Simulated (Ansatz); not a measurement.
# A hypothetical structure for KLiBrF

Starting from a made-up structure for KLiBrF, the aim is the relaxed cell, its shortest contacts and, where a second run follows, its electronic structure.

Method: DFT, PBE, plane-wave PAW, files of the set soft_1, scalar-relativistic, no spin, cell and ions relaxed at zero pressure; PAW set soft_1, in Ansatz 0.2.0.

## Step 1: Set-up

Symmetry: P4/nmm, No. 129, tetragonal system. The conventional cell has a = 4.614 Å, b = 4.614 Å, c = 8.846 Å, α = 90.00°, β = 90.00°, γ = 90.00°. Nearest to Br lie 1 Li at 2.25 Å and 5 K at 3.26 to 3.28 Å. Nearest to K lie 5 Br at 3.26 to 3.28 Å and 1 Li at 3.34 Å. Nearest to F lie 4 Li at 2.41 Å. Li has 1 Br at 2.25 Å and 4 F at 2.41 Å nearest. Farther neighbours and most contacts between anions are not listed.

## Step 2: Relaxation of the guess

The guess takes its coordinates from another compound and its volume from a rule, so the cell and any free coordinates are relaxed together.

File input.yaml:

```yaml
crystal:
  lattice:
    - [4.614, 0.0, 0.0]
    - [0.0, 4.614, 0.0]
    - [0.0, 0.0, 8.846]
  atoms:
    - { symbol: Br, position: [0.5, 0.0, 0.3347] }
    - { symbol: Br, position: [0.0, 0.5, 0.6653] }
    - { symbol: K, position: [0.5, 0.0, 0.7027] }
    - { symbol: K, position: [0.0, 0.5, 0.2973] }
    - { symbol: F, position: [0.5, 0.5, 0.0] }
    - { symbol: F, position: [0.0, 0.0, 0.0] }
    - { symbol: Li, position: [0.0, 0.5, 0.9197] }
    - { symbol: Li, position: [0.5, 0.0, 0.0803] }
kpoints:
  mp_grid: { grid: [6, 6, 3] }
scf:
  occupations: { method: fermi_dirac, width: 0.05 }
hamiltonian:
  xc: pbe
  pseudopotentials: { kind: paw, azcp: { folder: soft_1 } }
relax:
  f_tol: 0.015
  max_steps: 70
  cell: {}
output:
  forces: true
  stress: true
```

Command:

```console
$ ansatz run input.yaml --threads 4 --pin off --max-ram 10240MiB --backend cpu --events-out ev --progress --plain --runs-dir out
```

Numbers of over 12 decimals in the logs are rounded to 6 here.

The program printed:

```text
Engine: ansatz 0.2.0, x86_64-unknown-linux-gnu
Pseudopotentials: kind: paw
Pseudopotential: Br, paw, valence charge 7, recommended cutoff 420 eV (normal), soft_1/Br.paw.azcp
Pseudopotential: K, paw, valence charge 9, recommended cutoff 420 eV (normal), soft_1/K.paw.azcp
Pseudopotential: F, paw, valence charge 7, recommended cutoff 420 eV (normal), soft_1/F.paw.azcp
Pseudopotential: Li, paw, valence charge 3, recommended cutoff 420 eV (normal), soft_1/Li.paw.azcp
Functional definition: PBE
  parameter kappa = 0.804
  parameter beta = 0.066725
  exchange = pbe_x(kappa = kappa, mu = beta*pi^2/3)
  correlation = pbe_c(beta = beta)
Crystal: 8 atoms, lattice volume = 188.322 Å³
Basis set: ecut = 420 eV, 3725 PW (Γ), exchange–correlation on 64×64×120 points (8 copies of the dense FFT grid, shifted against one another)
Bands: 34, of which v1, the nominal top of the filled ones, is band 26 counted from 1 (25 counted from 0)
Symmetry: 16 space group operations
Space group: P4/nmm (ITA 129), of the structure as read, at distance tolerance 5.7e-5 Å
k-points: 20 of 108
Non-local potential: Br, projectors of the file, l = 0: 2, l = 1: 2, l = 2: 2
Non-local potential: K, projectors of the file, l = 0: 3, l = 1: 2, l = 2: 2
Non-local potential: F, projectors of the file, l = 0: 2, l = 1: 2, l = 2: 1
Non-local potential: Li, projectors of the file, l = 0: 3, l = 1: 2, l = 2: 1
PAW form: soft (Blöchl's): semilocal exchange-correlation on the pseudo side does not see the compensation charge
PAW one-centre angular grid: Br, 110 points (default); XC on 64 Gauss nodes
PAW one-centre angular grid: K, 110 points (default); XC on 64 Gauss nodes
PAW one-centre angular grid: F, 110 points (default); XC on 64 Gauss nodes
PAW one-centre angular grid: Li, 110 points (default); XC on 96 Gauss nodes
Initial density: superposition of atomic densities (chi_scale 0.1, normalization cell, long waves kept (reshape's long-wave potential 0.81 eV rms))
Initial wavefunctions: pseudopotential atomic-orbital guess
Functional: x = pbe(κ = 0.804, μ = 0.219515), c = pbe(β = 0.066725)
SCF iter   1: F=—  HF=-10699.144879 eV  |F-HF|=—  |Δ(HF+E_count)|=         —  Δρ=3.22e-1  dr2=3.62e2  ethr=3.10e-3  ⟨swp⟩=10.2  Hψ=4027  notcnv=0
preconditioner: auto → Kerker (q_TF=auto, 2.202 Å⁻¹)  [metal: Δε(μ)=0.063 eV  Ē_g=5.123 eV  σ=0.050 eV  W_gap=0.30  n_scr=38 (ndim 8)  ℏωp=13.3 eV  f_vac=0.000  D(μ)=6.97/eV (n_scr^D=54)]
SCF iter   2: F=—  HF=-10681.601868 eV  |F-HF|=—  |Δ(HF+E_count)|=    1.75e1  Δρ=4.60e-2  dr2=8.97e0  ethr=3.10e-3  ⟨swp⟩=4.4  Hψ=1896  notcnv=0
preconditioner: auto → Resta (q_TF=auto, 2.202 Å⁻¹)  ε∞=5.2  [insulator: Δε(μ)=0.508 eV  Ē_g=6.497 eV  σ=0.050 eV  W_gap=0.97  n_scr=38 (ndim 8)  ℏωp=13.3 eV  f_vac=0.000  D(μ)=0.02/eV (n_scr^D=0)  ε∞_Penn≈5.2]
SCF iter   3: F=—  HF=-10680.846898 eV  |F-HF|=—  |Δ(HF+E_count)|=   7.55e-1  Δρ=2.77e-2  dr2=4.86e0  ethr=3.10e-3  ⟨swp⟩=3.1  Hψ=1172  notcnv=0  defer=57
SCF iter   4: F=—  HF=-10680.003393 eV  |F-HF|=—  |Δ(HF+E_count)|=   8.44e-1  Δρ=2.07e-2  dr2=2.19e0  ethr=3.10e-3  ⟨swp⟩=5.1  Hψ=1384  notcnv=0  defer=57
SCF iter   5: F=—  HF=-10679.692948 eV  |F-HF|=—  |Δ(HF+E_count)|=   3.10e-1  Δρ=1.46e-2  dr2=1.33e0  ethr=3.10e-3  ⟨swp⟩=2.7  Hψ=957  notcnv=0  defer=66
SCF iter   6: F=—  HF=-10679.462280 eV  |F-HF|=—  |Δ(HF+E_count)|=   2.31e-1  Δρ=1.26e-2  dr2=7.91e-1  ethr=2.57e-3  ⟨swp⟩=2.9  Hψ=738  notcnv=0  defer=66
SCF iter   7: F=—  HF=-10679.320459 eV  |F-HF|=—  |Δ(HF+E_count)|=   1.42e-1  Δρ=8.55e-3  dr2=3.99e-1  ethr=1.52e-3  ⟨swp⟩=2.7  Hψ=958  notcnv=0  defer=68
SCF iter   8: F=—  HF=-10679.188732 eV  |F-HF|=—  |Δ(HF+E_count)|=   1.32e-1  Δρ=3.13e-3  dr2=4.76e-2  ethr=7.67e-4  ⟨swp⟩=4.0  Hψ=993  notcnv=0  defer=68
SCF iter   9: F=—  HF=-10679.173211 eV  |F-HF|=—  |Δ(HF+E_count)|=   1.55e-2  Δρ=2.11e-4  dr2=1.91e-4  ethr=9.15e-5  ⟨swp⟩=4.2  Hψ=1304  notcnv=0  defer=65
SCF iter  10: F=—  HF=-10679.173237 eV  |F-HF|=—  |Δ(HF+E_count)|=   2.54e-5  Δρ=9.80e-5  dr2=1.35e-5  ethr=3.68e-7  ⟨swp⟩=2.0  Hψ=1001  notcnv=0  defer=65
SCF iter  11: F=—  HF=-10679.173206 eV  |F-HF|=—  |Δ(HF+E_count)|=   3.10e-5  Δρ=1.76e-5  dr2=9.44e-7  ethr=2.60e-8  ⟨swp⟩=2.0  Hψ=1180  notcnv=0  defer=65
SCF iter  12: F=-10679.173206 eV  HF=-10679.173206 eV  |F-HF|=3.39e-8  |Δ(HF+E_count)|=   4.53e-7  Δρ=4.67e-6  dr2=5.23e-8  ethr=1.92e-10  ⟨swp⟩=3.0  Hψ=2593  notcnv=0
SCF 1 converged in 12 iterations: F = -10679.173206 eV  dr2 = 5.23e-8
  greatest PAW one-centre occupation: 1.000 electrons in one spin orbital (limit 2), on the Li atom at site 7 (counted from 0), in its partial waves of l = 0
relax step   1: F+E_penalty+E_count = -10679.17320619 eV  Δ(F+E_penalty+E_count) = +0.000e0 eV  max|allowed force component| = 1.267e0 eV/Å  Δτ_max = 0.0000 Å  P = -1.116 GPa  Ω = 188.322 Å³  (12 SCF iters, dr2 threshold 1.00e-7 eV, accepted)
Crystal: 8 atoms, lattice volume = 174.966 Å³
Basis set: ecut = 420 eV, 3429 PW (Γ), exchange–correlation on 64×64×120 points (8 copies of the dense FFT grid, shifted against one another)
Initial density: handed on by an earlier stage of this run
Initial wavefunctions: those handed on with the density
iter 1 solved again at ethr=4.35e-4 eV; its pass at ethr=3.10e-3 eV (dr2=2.26e-1 eV) is discarded
SCF iter   1: F=—  HF=-10679.713551 eV  |F-HF|=—  |Δ(HF+E_count)|=         —  Δρ=1.12e-2  dr2=2.29e-1  ethr=4.35e-4  ⟨swp⟩=1.1  Hψ=3695  notcnv=0
preconditioner: auto → Resta (q_TF=auto, 2.229 Å⁻¹)  ε∞=2.8  [insulator: Δε(μ)=4.843 eV  Ē_g=13.108 eV  σ=0.050 eV  W_gap=1.00  n_scr=38 (ndim 8)  ℏωp=17.8 eV  f_vac=0.024  D(μ)=0.00/eV (n_scr^D=0)  ε∞_Penn≈2.8]
SCF iter   2: F=—  HF=-10679.668914 eV  |F-HF|=—  |Δ(HF+E_count)|=   4.46e-2  Δρ=5.84e-3  dr2=4.06e-2  ethr=4.35e-4  ⟨swp⟩=2.2  Hψ=1205  notcnv=0
SCF iter   3: F=—  HF=-10679.665972 eV  |F-HF|=—  |Δ(HF+E_count)|=   2.94e-3  Δρ=2.24e-3  dr2=1.05e-2  ethr=7.81e-5  ⟨swp⟩=2.0  Hψ=1355  notcnv=0  defer=57
SCF iter   4: F=—  HF=-10679.665059 eV  |F-HF|=—  |Δ(HF+E_count)|=   9.13e-4  Δρ=6.86e-4  dr2=9.14e-4  ethr=2.02e-5  ⟨swp⟩=2.0  Hψ=946  notcnv=0  defer=61
SCF iter   5: F=—  HF=-10679.665024 eV  |F-HF|=—  |Δ(HF+E_count)|=   3.51e-5  Δρ=1.57e-4  dr2=4.88e-5  ethr=1.76e-6  ⟨swp⟩=2.9  Hψ=1144  notcnv=0  defer=61
SCF iter   6: F=—  HF=-10679.665065 eV  |F-HF|=—  |Δ(HF+E_count)|=   4.06e-5  Δρ=3.33e-5  dr2=2.90e-6  ethr=9.38e-8  ⟨swp⟩=2.0  Hψ=957  notcnv=0  defer=61
SCF iter   7: F=-10679.665066 eV  HF=-10679.665066 eV  |F-HF|=9.38e-8  |Δ(HF+E_count)|=   8.97e-7  Δρ=6.89e-6  dr2=9.91e-8  ethr=1.54e-9  ⟨swp⟩=4.0  Hψ=2200  notcnv=0
SCF 2 converged in 7 iterations: F = -10679.665066 eV  dr2 = 9.91e-8
[...]
SCF iter   3: F=—  HF=-10679.782754 eV  |F-HF|=—  |Δ(HF+E_count)|=   1.34e-2  Δρ=1.67e-3  dr2=1.23e-2  ethr=7.73e-5  ⟨swp⟩=2.3  Hψ=1362  notcnv=0  defer=56
SCF iter   4: F=—  HF=-10679.778007 eV  |F-HF|=—  |Δ(HF+E_count)|=   4.75e-3  Δρ=6.27e-4  dr2=1.03e-3  ethr=2.36e-5  ⟨swp⟩=2.0  Hψ=965  notcnv=0  defer=56
SCF iter   5: F=—  HF=-10679.777786 eV  |F-HF|=—  |Δ(HF+E_count)|=   2.21e-4  Δρ=1.86e-4  dr2=6.00e-5  ethr=1.97e-6  ⟨swp⟩=2.9  Hψ=1162  notcnv=0  defer=56
SCF iter   6: F=—  HF=-10679.777966 eV  |F-HF|=—  |Δ(HF+E_count)|=   1.80e-4  Δρ=3.75e-5  dr2=2.49e-6  ethr=1.15e-7  ⟨swp⟩=2.0  Hψ=1007  notcnv=0  defer=56
SCF iter   7: F=-10679.777967 eV  HF=-10679.777967 eV  |F-HF|=1.72e-7  |Δ(HF+E_count)|=   1.30e-6  Δρ=9.12e-6  dr2=1.29e-7  ethr=1.54e-9  ⟨swp⟩=4.0  Hψ=2317  notcnv=0
SCF 3 converged in 7 iterations: F = -10679.777967 eV  dr2 = 1.29e-7
relax step   3: F+E_penalty+E_count = -10679.77796738 eV  Δ(F+E_penalty+E_count) = -1.129e-1 eV  max|allowed force component| = 2.698e-1 eV/Å  Δτ_max = 0.0626 Å  P = +1.894 GPa  Ω = 161.225 Å³  energy of the carried Pulay correction = +1.369e-2 eV  (7 SCF iters, dr2 threshold 8.00e-7 eV, accepted)
[... from here on, the SCF cycles and remarks between the steps are left out ...]
relax step   4: F+E_penalty+E_count = -10679.83641052 eV  Δ(F+E_penalty+E_count) = -5.844e-2 eV  max|allowed force component| = 1.168e-1 eV/Å  Δτ_max = 0.0286 Å  P = +0.070 GPa  Ω = 170.265 Å³  energy of the carried Pulay correction = +8.890e-3 eV  (6 SCF iters, dr2 threshold 8.00e-7 eV, accepted)
relax step   5: F+E_penalty+E_count = -10679.84537041 eV  Δ(F+E_penalty+E_count) = -8.960e-3 eV  max|allowed force component| = 3.923e-2 eV/Å  Δτ_max = 0.0363 Å  P = +0.081 GPa  Ω = 171.231 Å³  energy of the carried Pulay correction = +8.392e-3 eV  (6 SCF iters, dr2 threshold 8.00e-7 eV, accepted)
relax step   6: F+E_penalty+E_count = -10679.85013014 eV  Δ(F+E_penalty+E_count) = -4.760e-3 eV  max|allowed force component| = 3.139e-2 eV/Å  Δτ_max = 0.0287 Å  P = +0.040 GPa  Ω = 172.736 Å³  energy of the carried Pulay correction = +7.621e-3 eV  (6 SCF iters, dr2 threshold 4.10e-7 eV, accepted)
relax step   7: F+E_penalty+E_count = -10679.85124192 eV  Δ(F+E_penalty+E_count) = -1.112e-3 eV  max|allowed force component| = 1.125e-2 eV/Å  Δτ_max = 0.0324 Å  P = -0.002 GPa  Ω = 173.704 Å³  energy of the carried Pulay correction = +7.128e-3 eV  (6 SCF iters, dr2 threshold 6.16e-8 eV, accepted)
relax step   8: F+E_penalty+E_count = -10679.85128319 eV  Δ(F+E_penalty+E_count) = -4.127e-5 eV  max|allowed force component| = 5.100e-3 eV/Å  Δτ_max = 0.0182 Å  P = -0.010 GPa  Ω = 174.073 Å³  energy of the carried Pulay correction = +6.941e-3 eV  (9 SCF iters, accepted)
relax step   9: F+E_penalty+E_count = -10679.85298871 eV  Δ(F+E_penalty+E_count) = -1.706e-3 eV  max|allowed force component| = 5.209e-3 eV/Å  Δτ_max = 0.0000 Å  P = -0.008 GPa  Ω = 174.073 Å³  stress off target by 9.80e-2 GPa  SCF on the basis re-selected at this cell (its energy is not comparable with the rows above)  (7 SCF iters)
relax step  10: F+E_penalty+E_count = -10679.85309751 eV  Δ(F+E_penalty+E_count) = -1.088e-4 eV  max|allowed force component| = 1.917e-3 eV/Å  Δτ_max = 0.0029 Å  P = +0.002 GPa  Ω = 174.356 Å³  energy of the carried Pulay correction = -1.568e-4 eV  (6 SCF iters, dr2 threshold 2.40e-8 eV, accepted)
iter 1 solved again at ethr=1.69e-7 eV; its pass at ethr=3.10e-3 eV (dr2=8.80e-5 eV) is discarded
SCF iter   1: F=—  HF=-10679.852908 eV  |F-HF|=—  |Δ(HF+E_count)|=         —  Δρ=1.45e-5  dr2=4.88e-8  ethr=1.69e-7  ⟨swp⟩=2.8  Hψ=5060  notcnv=0
eigensolver tolerance schedule: the retry pair's looser diagonalisation over-reported the residual by 1800.92 of it (diagonalisation noise at 0.11 of the residual, at the tolerance the schedule requests for it); recorded, not acted on — ethr = c·dr2/N_el stays at c = 1.0e-1
preconditioner: auto → Resta (q_TF=auto, 2.230 Å⁻¹)  ε∞=2.8  [insulator: Δε(μ)=4.692 eV  Ē_g=13.173 eV  σ=0.050 eV  W_gap=1.00  n_scr=38 (ndim 8)  ℏωp=17.8 eV  f_vac=0.027  D(μ)=0.00/eV (n_scr^D=0)  ε∞_Penn≈2.8]
SCF iter   2: F=—  HF=-10679.853260 eV  |F-HF|=—  |Δ(HF+E_count)|=   3.52e-4  Δρ=7.38e-6  dr2=1.33e-8  ethr=9.39e-11  ⟨swp⟩=3.0  Hψ=1525  notcnv=0
SCF iter   3: F=—  HF=-10679.853261 eV  |F-HF|=—  |Δ(HF+E_count)|=   6.81e-7  Δρ=3.11e-6  dr2=2.18e-9  ethr=2.55e-11  ⟨swp⟩=2.1  Hψ=954  notcnv=0
SCF iter   4: F=—  HF=-10679.853261 eV  |F-HF|=—  |Δ(HF+E_count)|=   1.21e-7  Δρ=1.25e-6  dr2=5.88e-10  ethr=4.19e-12  ⟨swp⟩=2.0  Hψ=1101  notcnv=0
SCF iter   5: F=-10679.853261 eV  HF=-10679.853261 eV  |F-HF|=9.79e-10  |Δ(HF+E_count)|=   2.16e-8  Δρ=2.77e-7  dr2=3.28e-11  ethr=1.00e-12  ⟨swp⟩=3.0  Hψ=2399  notcnv=0
SCF 11 converged in 5 iterations: F = -10679.853261 eV  dr2 = 3.28e-11
relax step  11: F+E_penalty+E_count = -10679.85326076 eV  Δ(F+E_penalty+E_count) = -1.632e-4 eV  max|allowed force component| = 1.926e-3 eV/Å  Δτ_max = 0.0000 Å  P = +0.005 GPa  Ω = 174.356 Å³  stress off target by 1.76e-2 GPa  SCF on the basis re-selected at this cell (its energy is not comparable with the rows above)  (5 SCF iters)
basis re-selected at this cell: Δ(F+E_penalty+E_count) = -1.632e-4 eV, ΔP = +0.002 GPa vs the last step (what re-selecting the basis moved, of the pressure what is left beyond the Pulay correction that the steps carried, after the strain that the cell walked since its last selection, with what the two solves' SCF thresholds leave and, on support functions, any second-order correction that the steps lacked; it is no m [...]
SCF converged after 5 iterations
Free energy (F): -10679.853261 eV
Harris-Foulkes:  -10679.853261 eV  (|F-HF|=9.79e-10)
Internal energy: -10679.853261 eV  (E = F + TS)
E sigma→0 (E₀):  -10679.853261 eV
Fermi energy:    3.905586 eV
--- Per-component energies (eV) ---
  E_band       = -504.387272
  E_kinetic    = 1204.036404
  E_local      = -3362.444732  (includes V_loc(G=0)·N_el)
  E_nonlocal   = 262.457302
  E_hartree    = 1207.249090
  E_xc         = -840.732600
  E_vxc        = -774.299728  (∫ρ·V_xc dr)
  E_paw        = -6648.604556  (= ΣΔE_a)
  E_vpaw       = -248.636395  (= ΣTr[D̂ρ^β])
  E_aug_tail   = 0.001851  (compensation charges beyond the density's cutoff)
  E_ewald      = -2501.816021
  E_smearing   = -0.000000  (= −TS)
  E_closure    = -0.000000  (closes the sum)
  Σ components = -10679.853261   (vs F -10679.853261, Δ=0.00e0)
--- Forces (eV/Å), atoms counted from 1 ---
  atom   1  Br    -0.00000000     0.00000000     0.00034039
  atom   2  Br     0.00000000     0.00000000    -0.00034039
  atom   3  K      0.00000000     0.00000000    -0.00031293
  atom   4  K     -0.00000000     0.00000000     0.00031293
  atom   5  F      0.00000000     0.00000000    -0.00000000
  atom   6  F     -0.00000000     0.00000000     0.00000000
  atom   7  Li     0.00000000     0.00000000     0.00192633
  atom   8  Li    -0.00000000     0.00000000    -0.00192633
  max |Σ_I F_I| component: 2.17e-19 eV/Å
--- Stress (GPa, compression-positive) ---
       -0.001839       0.000000       0.000000
        0.000000      -0.001839       0.000000
        0.000000       0.000000       0.017600
  P = ⅓ Tr σ = 0.0046 GPa (0.046 kbar)
--- Relaxed structure (9 steps of the walk, 9 accepted, 2 SCFs on fresh bases) ---
  F+E_penalty+E_count = -10679.85326076 eV   max|allowed force component| = 1.926e-3 eV/Å   (the final SCF, on the basis selected at the relaxed cell)
  cell:  # Å, volume = 174.3561 Å³
    - [4.304564, 0, 0.0]
    - [0, 4.304564, 0.0]
    - [0.0, 0.0, 9.409769]
  atoms:
    - { symbol: Br, position: [0.500000, 0, 0.333041] }
    - { symbol: Br, position: [0, 0.500000, 0.666959] }
    - { symbol: K, position: [0.500000, 0, 0.706241] }
    - { symbol: K, position: [0, 0.500000, 0.293759] }
    - { symbol: F, position: [0.500000, 0.500000, 0] }
    - { symbol: F, position: [0, 0, 0] }
    - { symbol: Li, position: [0, 0.500000, 0.952212] }
    - { symbol: Li, position: [0.500000, 0, 0.047788] }
```

Run time: 16 s. Hardware: 4 threads of AMD EPYC 7B13 (Zen 3), shared host; peak memory 0.62 GiB.

Step by step:

| step | energy less that of the first step (eV) | largest force component (eV/Å) | pressure (GPa) | volume (Å³) |
| --- | --- | --- | --- | --- |
| 1 | 0.0000 | 1.2671 | -1.12 | 188.32 |
| 2 | -0.4919 | 0.4238 | -0.47 | 174.97 |
| 3 | -0.6048 | 0.2698 | 1.89 | 161.22 |
| 4 | -0.6632 | 0.1168 | 0.07 | 170.26 |
| 5 | -0.6722 | 0.0392 | 0.08 | 171.23 |
| 6 | -0.6769 | 0.0314 | 0.04 | 172.74 |
| 7 | -0.6780 | 0.0113 | 0.00 | 173.70 |
| 8 | -0.6781 | 0.0051 | -0.01 | 174.07 |
| 9* | -0.6798 | 0.0052 | -0.01 | 174.07 |
| 10 | -0.6799 | 0.0019 | 0.00 | 174.36 |
| 11* | -0.6801 | 0.0019 | 0.00 | 174.36 |

Relaxation steps marked * repeat the geometry before them on a plane-wave basis chosen anew for their cell, so energy and pressure can jump there.

The run keeps the 16 symmetry operations that it works with, so distortions that break them were not tested.

| conventional cell, symmetrised | before | after | change |
| --- | --- | --- | --- |
| a (Å) | 4.614 | 4.305 | -6.7 % |
| b (Å) | 4.614 | 4.305 | -6.7 % |
| c (Å) | 8.846 | 9.410 | +6.4 % |
| volume (Å³/atom) | 23.54 | 21.79 | -7.4 % |

The atoms that moved most (Å, as changes of fractional coordinates times the final cell):

| atom | dx | dy | dz | length |
| --- | --- | --- | --- | --- |
| Li7 | 0.000 | 0.000 | 0.306 | 0.306 |
| Li8 | 0.000 | 0.000 | -0.306 | 0.306 |
| K4 | 0.000 | 0.000 | -0.033 | 0.033 |
| K3 | 0.000 | 0.000 | 0.033 | 0.033 |
| Br2 | 0.000 | 0.000 | 0.016 | 0.016 |
| Br1 | 0.000 | 0.000 | -0.016 | 0.016 |

Final coordinates:

```xyz
8
Lattice="4.3046 0.0000 0.0000 0.0000 4.3046 0.0000 0.0000 0.0000 9.4098" Properties=species:S:1:pos:R:3 pbc="T T T"
Br    2.1523    0.0000    3.1338
Br    0.0000    2.1523    6.2759
K     2.1523    0.0000    6.6456
K     0.0000    2.1523    2.7642
F     2.1523    2.1523    0.0000
F     0.0000    0.0000    0.0000
Li    0.0000    2.1523    8.9601
Li    2.1523    0.0000    0.4497
```

This step gave:

| Item | Value |
| --- | --- |
| free energy | -10679.8533 eV |
| Fermi energy | 3.906 eV |
| gap by band count | 4.692 eV |
| electrons | 52 |
| symmetry operations | 16 |
| pressure | 0.004641 GPa |

Shortest distances by pair of elements, guess and relaxed (not always the same contact):

| pair | guess (Å) | relaxed (Å) |
| --- | --- | --- |
| F–Li | 2.414 | 2.199 |
| Br–Li | 2.250 | 2.684 |
| F–F | 3.263 | 3.044 |
| Br–K | 3.255 | 3.066 |
| Li–Li | 3.558 | 3.174 |

The relaxation ends with a largest force component of 0.0019 eV/Å and a pressure of 0.00 GPa.

## Step 3: Summary of results

- space group, relaxed: P4/nmm
- conventional cell: a = 4.305, b = 4.305, c = 9.410 Å; α = 90.0°, β = 90.0°, γ = 90.0°
- volume per atom: 21.79 Å³ (guess 23.54)

In words: KLiBrF relaxes to P4/nmm with a = 4.305, b = 4.305 and c = 9.410 Å. The guessed volume was 8 % too large. The space group P4/nmm was held in the relaxation, so the end point is a stationary structure within it and may be a saddle against distortions or other arrangements. Mesh and cutoff weren't tested. No dispersion term is used, so weakly bound directions may come out too long. Nothing here tests whether the compound is stable against decomposition.

[Logs are printed without paths, hosts, clocks, repeated set-up lines and the standing remarks that a program may print on its own settings, such as how far it seeks lower states.]

[Hosts, paths, dates, database ids (printed as entryN), source tags and the programs' standing remarks are cut or masked in the printed files.]
